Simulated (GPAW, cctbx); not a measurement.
# What do these deviations say about the bonding?

Ga4As3N, P-43m (no. 215), a = 5.4736 Å, b = 5.4736 Å, c = 5.4736 Å, α = 90.00°, β = 90.00°, γ = 90.00°.

| atom | mult. | x | y | z |
| --- | --- | --- | --- | --- |
| As1 | 3 | 0 | 1/2 | 1/2 |
| Ga1 | 4 | 0.2225 | 0.2225 | 0.2225 |
| N1 | 1 | 0 | 0 | 0 |

The cell is our own: ordered zincblende alloy in the eight-atom cube, 1 of 4 As sites given to N.

Absolute values of the static structure factors of the conventional cell from DFT (PBE, GPAW) against free spherical atoms, in electrons:

| hkl | d (Å) | free atoms | crystal |
| --- | --- | --- | --- |
| 010 | 5.474 | 4.58 | 4.63 |
| 011 | 3.870 | 20.26 | 20.15 |
| 111 | 3.160 | 135.22 | 135.87 |
| 020 | 2.737 | 10.51 | 9.98 |
| 021 | 2.448 | 37.62 | 37.34 |
| 121 | 2.235 | 39.60 | 39.28 |
| 022 | 1.935 | 156.68 | 156.47 |
| 122 | 1.825 | 11.98 | 11.81 |
| 030 | 1.825 | 64.20 | 64.00 |
| 031 | 1.731 | 27.14 | 27.04 |

**Question.** Which way does charge move, and which reflections show it best?

Project each element's phase sum on the total phase. |F| rises if density moves to atoms that scatter in phase and falls if it moves to atoms that scatter against it; the rule is for low angles, since changes of shape take over beyond. Where all elements are in phase the terms compete, and the compactness of the donor's and the acceptor's density matters too.

| hkl | As in phase | Ga in phase | N in phase | change (e) | (%) |
| --- | --- | --- | --- | --- | --- |
| 010 | +1.0 | -0.7 | -1.0 | +0.04 | +1.0 |
| 011 | +1.0 | -0.1 | -1.0 | -0.11 | -0.5 |
| 111 | +2.0 | +2.9 | +0.7 | +0.64 | +0.5 |
| 020 | -3.0 | +3.8 | -1.0 | -0.53 | -5.0 |
| 021 | +1.0 | +0.6 | -1.0 | -0.29 | -0.8 |
| 121 | +0.6 | +1.1 | -0.6 | -0.32 | -0.8 |
| 022 | +3.0 | +3.5 | +1.0 | -0.20 | -0.1 |
| 122 | +0.5 | +0.1 | -0.5 | -0.17 | -1.4 |

Low-angle reflections that set elements apart and change by more than 0.05 e: 011, 020, 021, 121 and 122 (010 hardly moves and tells little). The signs fit a gain of density on As and N and a loss on Ga. The best witness is 020, -5.0 %, where N enters with -1.0. The real-space density agrees: Voronoi charges As -0.16, Ga +0.22, N -0.39 e. The shortest bond, Ga–N, has Δρ = +0.09 e/Å³ at its midpoint, on a slope that rises towards one atom.
